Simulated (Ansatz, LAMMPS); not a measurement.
# A frame of liquid (Cs,K,Li)F from 1540 K, run at 400 K (82 atoms) in motion

Aim: follow a frame of liquid (Cs,K,Li)F from 1540 K, run at 400 K (82 atoms) for a short time with forces from DFT, then look at structure and electrons in the last frame.

Calculated with Ansatz 0.2.0; Kohn-Sham DFT, PBE, PAW (set soft_2), plane waves.

### Step 1. The structure

The cell holds 82 atoms: 15 Cs, 8 K, 18 Li and 41 F. Cell: a = 13.143 Å, b = 13.143 Å, c = 13.143 Å, α = 90.0°, β = 90.0°, γ = 90.0°. 82 atoms (15 Cs, 8 K, 18 Li, 41 F) placed at random at 2.35 g/cm³, melted at 1800 K for 10 ps at fixed volume with the Lennard-Jones and Coulomb ion parameters for SPC/E (Joung and Cheatham, J. Phys. Chem. B 112, 9020 (2008)), full charges. Snapshot at the end of a hold of 20 ps at 1540 K and fixed volume.

What the set-up can't give: The starting topology of bonds comes from the classical model, and needn't be the one that DFT or experiment would give. The cell was made at 1540 K but the dynamics is set to 400 K: the trajectory isn't one at 1540 K. The ion parameters were fitted for water, not for melts, so the starting structure of this cell may lie well off the real melt's. Sampling is at Γ alone, for a cell whose shortest periodic width is 13 Å. No spin–orbit coupling is included, so levels derived from the heavy atoms are approximate.

### Step 2. Dynamics started at 400 K

A Nosé–Hoover thermostat steers the temperature while disturbing the dynamics little. The time step is 1.0 fs.

File input.yaml:

```yaml
crystal:
  lattice:
    - [13.143, 0.0, 0.0]
    - [0.0, 13.143, 0.0]
    - [0.0, 0.0, 13.143]
  atoms:
    - { symbol: Cs, position: [0.24308, 0.87362, 0.11323] }
    - { symbol: Cs, position: [0.04587, 0.62888, 0.46202] }
    - { symbol: Cs, position: [0.42832, 0.1151, 0.97479] }
    - { symbol: Cs, position: [0.83205, 0.81268, 0.29601] }
    [... 72 atom lines left out ...]
    - { symbol: F, position: [0.75095, 0.98655, 0.36384] }
    - { symbol: F, position: [0.61788, 0.23712, 0.9102] }
    - { symbol: F, position: [0.66148, 0.41376, 0.12523] }
    - { symbol: F, position: [0.19609, 0.32596, 0.66208] }
    - { symbol: F, position: [0.21564, 0.12045, 0.53277] }
    - { symbol: F, position: [0.58363, 0.71062, 0.9508] }
kpoints:
  mp_grid: { grid: [1, 1, 1] }
hamiltonian:
  xc: pbe
scf:
  occupations: { method: gaussian, width: 0.05 }
output:
  forces: true
  stress: true
md:
  timestep: 1.0
  n_steps: 118
  ensemble: nvt_nose_hoover
  temperature: 400
  initial_velocities: maxwell_boltzmann
  seed: 7938
```

Run with:

```console
ansatz run input.yaml --threads 4 --pin off --max-ram 8192MiB --backend cpu --events-out ev --progress --plain --runs-dir out
```

Elapsed: 28 min, on 4 threads of AMD EPYC 7R43, shared host; peak memory 2.8 GiB.

The program notes that the SCF threshold is loose for the stress and it switched symmetry off.

Rows from the run:

```
time (fs)  T (K)  potential (meV/atom)  conserved (meV/atom)
      0.0    400                   0.0                  0.00
      8.0    462                  -7.9                 -0.01
     16.0    587                 -24.1                 -0.03
     24.0    696                 -38.7                 -0.03
     31.0    742                 -46.0                 -0.03
     39.0    740                 -48.2                 -0.03
     47.0    735                 -51.1                 -0.01
     55.0    807                 -64.5                 -0.05
     63.0    810                 -69.7                 -0.04
     71.0    810                 -74.3                 -0.06
     79.0    722                 -66.9                 -0.04
     87.0    645                 -60.1                 -0.03
     94.0    677                 -66.8                 -0.04
    102.0    723                 -75.7                 -0.04
    110.0    755                 -83.4                 -0.05
    118.0    727                 -83.8                 -0.04
```

Mean square displacement from the first frame to the last: Cs 0.10 Å², K 0.39 Å², Li 0.44 Å², F 0.58 Å².

The mean square displacement by time lag:

```
time lag (fs)  Cs (Å²)   F (Å²)   K (Å²)  Li (Å²)
          1.0   9.2e-6   9.5e-5   3.9e-5   3.0e-4
          3.0   8.3e-5   8.6e-4   3.6e-4  0.00270
          5.0   2.3e-4  0.00239   1.0e-3  0.00747
         10.0   9.2e-4  0.00955  0.00402   0.0289
         13.0  0.00155   0.0161  0.00684   0.0474
         15.0  0.00206   0.0213  0.00914   0.0615
         17.0  0.00264   0.0272   0.0118   0.0767
         20.0  0.00365   0.0373   0.0164    0.101
         25.0  0.00568   0.0571   0.0257    0.142
         27.0  0.00662   0.0660   0.0300    0.157
         30.0  0.00815   0.0802   0.0372    0.180
         32.0  0.00927   0.0903   0.0423    0.194
         34.0   0.0104    0.101   0.0478    0.207
         39.0   0.0137    0.129   0.0628    0.233
         42.0   0.0159    0.146   0.0727    0.246
         44.0   0.0174    0.158   0.0797    0.253
         46.0   0.0190    0.171   0.0869    0.258
         49.0   0.0214    0.190   0.0983    0.266
         54.0   0.0259    0.222    0.118    0.274
         56.0   0.0278    0.236    0.127    0.276
         59.0   0.0307    0.256    0.140    0.279
```

Over the second half of 118 fs the temperature averages 737 K with swings of 56 K r.m.s. The conserved energy stays within 0.07 meV/atom. From first frame to last F has the largest mean square displacement, 0.58 Å² at the end; the farthest move is 1.48 Å. The mean temperature of 737 K lies well off the 400 K of the input, so the thermostat hasn't yet brought the run to equilibrium. The run spans 0.12 ps, too short for its means to be equilibrium values.

### Step 3. Distances and neighbours late in the run

The g(r) is a mean over the second half; what follows it is taken at the last frame.

Density 2.35 g/cm³, 27.69 Å³ an atom.

Mean of 13 frames. g(r), total and by pair (bins of 0.2 Å):

| r (Å) | total | F-F | F-Li | F-Cs | F-K | Li-Li | Li-Cs |
| --- | --- | --- | --- | --- | --- | --- | --- |
| 1.50 | 0.07 | 0.00 | 0.30 | 0.00 | 0.00 | 0.00 | 0.00 |
| 1.70 | 1.17 | 0.00 | 5.30 | 0.00 | 0.00 | 0.00 | 0.00 |
| 1.90 | 2.11 | 0.00 | 9.56 | 0.00 | 0.00 | 0.22 | 0.00 |
| 2.10 | 0.84 | 0.00 | 3.74 | 0.00 | 0.09 | 0.29 | 0.00 |
| 2.30 | 0.47 | 0.00 | 1.06 | 0.00 | 1.54 | 1.87 | 0.00 |
| 2.50 | 0.72 | 0.24 | 0.63 | 0.41 | 3.81 | 1.39 | 0.00 |
| 2.70 | 1.00 | 0.76 | 0.43 | 1.75 | 2.21 | 2.82 | 0.00 |
| 2.90 | 1.23 | 1.49 | 0.18 | 2.84 | 1.77 | 1.68 | 0.00 |
| 3.10 | 1.31 | 1.80 | 0.38 | 2.74 | 1.27 | 1.48 | 0.00 |
| 3.30 | 1.08 | 1.78 | 0.22 | 1.62 | 1.11 | 1.06 | 0.74 |
| 3.50 | 1.06 | 1.61 | 0.41 | 1.03 | 0.99 | 1.06 | 1.52 |
| 3.70 | 1.04 | 1.18 | 0.80 | 0.66 | 0.85 | 1.74 | 1.88 |
| 3.90 | 0.86 | 0.75 | 0.81 | 0.40 | 0.60 | 0.76 | 2.65 |
| 4.10 | 0.90 | 0.69 | 0.74 | 0.63 | 0.70 | 1.07 | 1.98 |
| 4.30 | 0.89 | 0.79 | 0.99 | 0.35 | 0.49 | 0.89 | 1.73 |
| 4.50 | 0.96 | 0.87 | 0.95 | 0.71 | 0.45 | 0.17 | 1.64 |
| 4.70 | 0.94 | 0.68 | 1.01 | 1.04 | 0.64 | 0.66 | 1.34 |
| 4.90 | 0.97 | 0.89 | 1.05 | 1.11 | 0.77 | 0.41 | 1.23 |
| 5.10 | 0.95 | 0.85 | 1.06 | 1.29 | 0.72 | 0.48 | 0.94 |
| 5.30 | 1.08 | 0.96 | 1.01 | 1.36 | 1.38 | 0.87 | 0.88 |
| 5.50 | 0.99 | 1.13 | 0.97 | 1.03 | 1.01 | 0.82 | 0.67 |
| 5.70 | 0.99 | 0.96 | 1.15 | 1.09 | 1.16 | 1.06 | 0.72 |
| 5.90 | 1.10 | 1.09 | 1.17 | 1.38 | 1.28 | 1.23 | 0.65 |
| 6.10 | 1.06 | 1.15 | 1.05 | 1.08 | 1.42 | 1.15 | 0.69 |
| 6.30 | 0.99 | 1.08 | 0.96 | 0.85 | 1.19 | 0.86 | 0.88 |
| 6.50 | 0.96 | 0.83 | 1.02 | 1.00 | 0.70 | 1.26 | 1.02 |

Bonds by pair of elements; cutoffs follow the first minimum of g(r), held within bounds set by covalent radii, and pairs that aren't listed don't count as bonded:

| pair A-B | cutoff (Å) | bonds | mean length (Å) | spread (Å) | shortest (Å) | B about A | A about B |
| --- | --- | --- | --- | --- | --- | --- | --- |
| F-Li | 2.46 | 61 | 1.96 | 0.183 | 1.59 | 1.49 | 3.39 |
| F-Cs | 3.88 | 73 | 3.12 | 0.3 | 2.52 | 1.78 | 4.87 |
| F-K | 3.18 | 28 | 2.64 | 0.239 | 2.23 | 0.683 | 3.5 |

The cutoffs for F-Li and F-K fall short of the minimum of g(r), so counts run low and odd coordinations can be artefacts.

How many atoms have how many bonded neighbours:

```csv
element,mean,2,3,4,5,6,7
Cs,4.87,0,1,6,3,4,1
F,3.95,1,11,19,9,1,0
K,3.5,3,1,1,3,0,0
Li,3.39,1,9,8,0,0,0
```

Bond angles (no mean is given where the spread exceeds 20°):

| angle | count | mean (°) | spread (°) |
| --- | --- | --- | --- |
| F-Cs-F | 150 | - | - |
| Cs-F-Li | 98 | - | - |
| F-Li-F | 76 | 111 | 15.6 |
| Cs-F-Cs | 45 | - | - |
| F-K-F | 42 | - | - |

Bond length by coordination (bonds to H left out):

```
element  coordination  atoms  mean bond length (Å)
     Cs             3      1                  2.90
     Cs             4      6                  3.01
     Cs             5      3                  3.03
     Cs             6      4                  3.26
     Cs             7      1                  3.27
      F             2      1                  2.13
      F             3     11                  2.48
      F             4     19                  2.58
      F             5      9                  2.74
      F             6      1                  2.69
      K             2      3                  2.61
      K             3      1                  2.53
      K             4      1                  2.45
      K             5      3                  2.73
     Li             2      1                  1.86
     Li             3      9                  1.91
     Li             4      8                  2.01
```

First main peaks of g(r), for some of the pairs, lie near 1.9 Å (F-Li), 3.0 Å (F-Cs), 2.5 Å (F-K) and 3.9 Å (Li-Cs).

### Step 4. Single point at the last frame

The last frame is solved once more, with the analyses that the dynamics left out.

File input.yaml:

```yaml
crystal:
  lattice:
    - [13.143, 0.0, 0.0]
    - [0.0, 13.143, 0.0]
    - [0.0, 0.0, 13.143]
  atoms:
    - { symbol: Cs, position: [0.22659, 0.89108, 0.11297] }
    - { symbol: Cs, position: [0.03991, 0.62176, 0.4728] }
    - { symbol: Cs, position: [0.42135, 0.11366, 0.96392] }
    - { symbol: Cs, position: [0.83077, 0.83535, 0.28958] }
    [... 72 atom lines left out ...]
    - { symbol: F, position: [0.74888, 0.02806, 0.34537] }
    - { symbol: F, position: [0.63831, 0.22616, 0.92987] }
    - { symbol: F, position: [0.66465, 0.38215, 0.16153] }
    - { symbol: F, position: [0.16698, 0.29334, 0.70853] }
    - { symbol: F, position: [0.21688, 0.16378, 0.58111] }
    - { symbol: F, position: [0.5662, 0.69019, 0.04237] }
kpoints:
  mp_grid: { grid: [1, 1, 1] }
hamiltonian:
  xc: pbe
scf:
  occupations: { method: gaussian, width: 0.05 }
output:
  forces: true
  stress: true
  populations: true
  dos:
    method: { smearing: { sigma: 0.15 } }
    de: 0.1
    projected: { site_lists: { Cs: [Cs], F: [F], K: [K], Li: [Li] } }
  eigenvalues: true
  write_density: true
  write_potential: true
  volumetric_format: npy
  elf: true
```

It took 43 s on 4 threads; peak memory 2.7 GiB.

The program notes that the exchange-correlation potential is rough where the density is thin.

Read from the output:

* free energy: -134288.0305 eV
* free energy per atom: -1637.6589 eV/atom
* SCF cycles: 9
* pressure: -0.83 GPa
* r.m.s. force component: 0.4736 eV/Å
* longest force: 2.264 eV/Å
* Fermi energy: 1.723 eV
* gap (highest filled to lowest empty level): 3.396 eV
* spilling of the projection: 0.006433

Length of the force by element:

```csv
element,coordination,atoms,mean length of the force (eV/Å),spread,least,most
Cs,all,15,0.387,0.222,0.0769,0.822
F,all,41,0.726,0.389,0.120,1.88
K,all,8,0.769,0.415,0.245,1.71
Li,all,18,0.867,0.512,0.295,2.26
```

Löwdin charges by element (they lack the spilled electrons, 0.043 e an atom on average):

```csv
element,coordination,atoms,mean charge (e),spread,least,most
Cs,all,15,0.943,0.0113,0.925,0.963
F,all,41,-0.780,0.0104,-0.802,-0.76
K,all,8,0.865,0.0138,0.848,0.888
Li,all,18,0.801,0.0107,0.774,0.819
```

Density of states as counts of states in windows of 1 eV (from the Fermi level), total and the larger projections:

```csv
from (eV),to (eV),total,F p,Cs p,Cs s
-10,-9,4.1,0.0,4.0,0.0
-9,-8,49.8,1.1,48.3,0.2
-8,-7,36.1,1.2,34.5,0.1
-7,-5,0.0,0.0,0.0,0.0
-5,-4,13.2,12.5,0.0,0.0
-4,-3,122.0,116.8,1.0,0.6
-3,-2,104.6,101.0,1.3,0.4
-2,-1,6.2,6.1,0.0,0.0
-1,1,0.0,0.0,0.0,0.0
1,2,2.0,0.0,0.0,1.1
2,3,7.8,0.2,0.1,3.7
3,4,23.4,0.7,0.2,7.6
4,5,45.1,0.8,0.2,5.4
```

Between -26 and -10 eV lie 160 more states.

The stored curve holds about 496 of the 548 electrons; the rest, give or take the few that broadening carries across the Fermi level, lie in deeper levels below its range.

The levels nearest the highest filled one (over half full), pooled over k-points and spins:

| level less the highest filled one (eV) | occupation |
| --- | --- |
| -0.491 | 2 |
| -0.421 | 2 |
| -0.386 | 2 |
| -0.260 | 2 |
| -0.106 | 2 |
| 0 | 2 |
| 3.40 | 0 |
| 4.09 | 0 |
| 4.45 | 0 |
| 4.58 | 0 |
| 4.64 | 0 |
| 4.73 | 0 |

Mean Löwdin charges: Cs +0.94, F -0.78, K +0.87, Li +0.80 e (they miss 0.64 % of the electrons, so they add up to more than the cell's charge).

### Step 5. Results

```
mean temperature, second half                                : 736.6 K
temperature swing, second half                               : 55.98 K
mean pressure, second half                                   : -0.5494 GPa
slope of the conserved energy against time, by least squares : -0.2664 meV/atom/ps
free energy per atom                                         : -1637.6589 eV/atom
pressure                                                     : -0.83 GPa
r.m.s. force component                                       : 0.4736 eV/Å
gap (highest filled to lowest empty level)             : 3.396 eV
wall time of the 2 DFT runs                                  : 29 min
```

**Reading.** Over the second half of 118 fs the temperature averages 737 K with swings of 56 K r.m.s. The conserved energy stays within 0.07 meV/atom. The mean temperature of 737 K lies well off the 400 K of the input, so the thermostat hasn't yet brought the run to equilibrium. The run spans 0.12 ps, too short for its means to be equilibrium values. Between filled and empty levels lie 3.40 eV (at Γ alone); a semilocal functional tends to put such gaps too low. In a disordered cell it changes from sample to sample and from frame to frame.

**Limits.** The pressure of a single frame lacks the kinetic term, about 0.37 GPa here.

[Logs are printed without paths, hosts, clocks, repeated set-up lines and the standing remarks that a program may print on its own settings, such as how far it seeks lower states.]

[Hosts, paths, dates, database ids (printed as entryN), source tags and the programs' standing remarks are cut or masked in the printed files.]
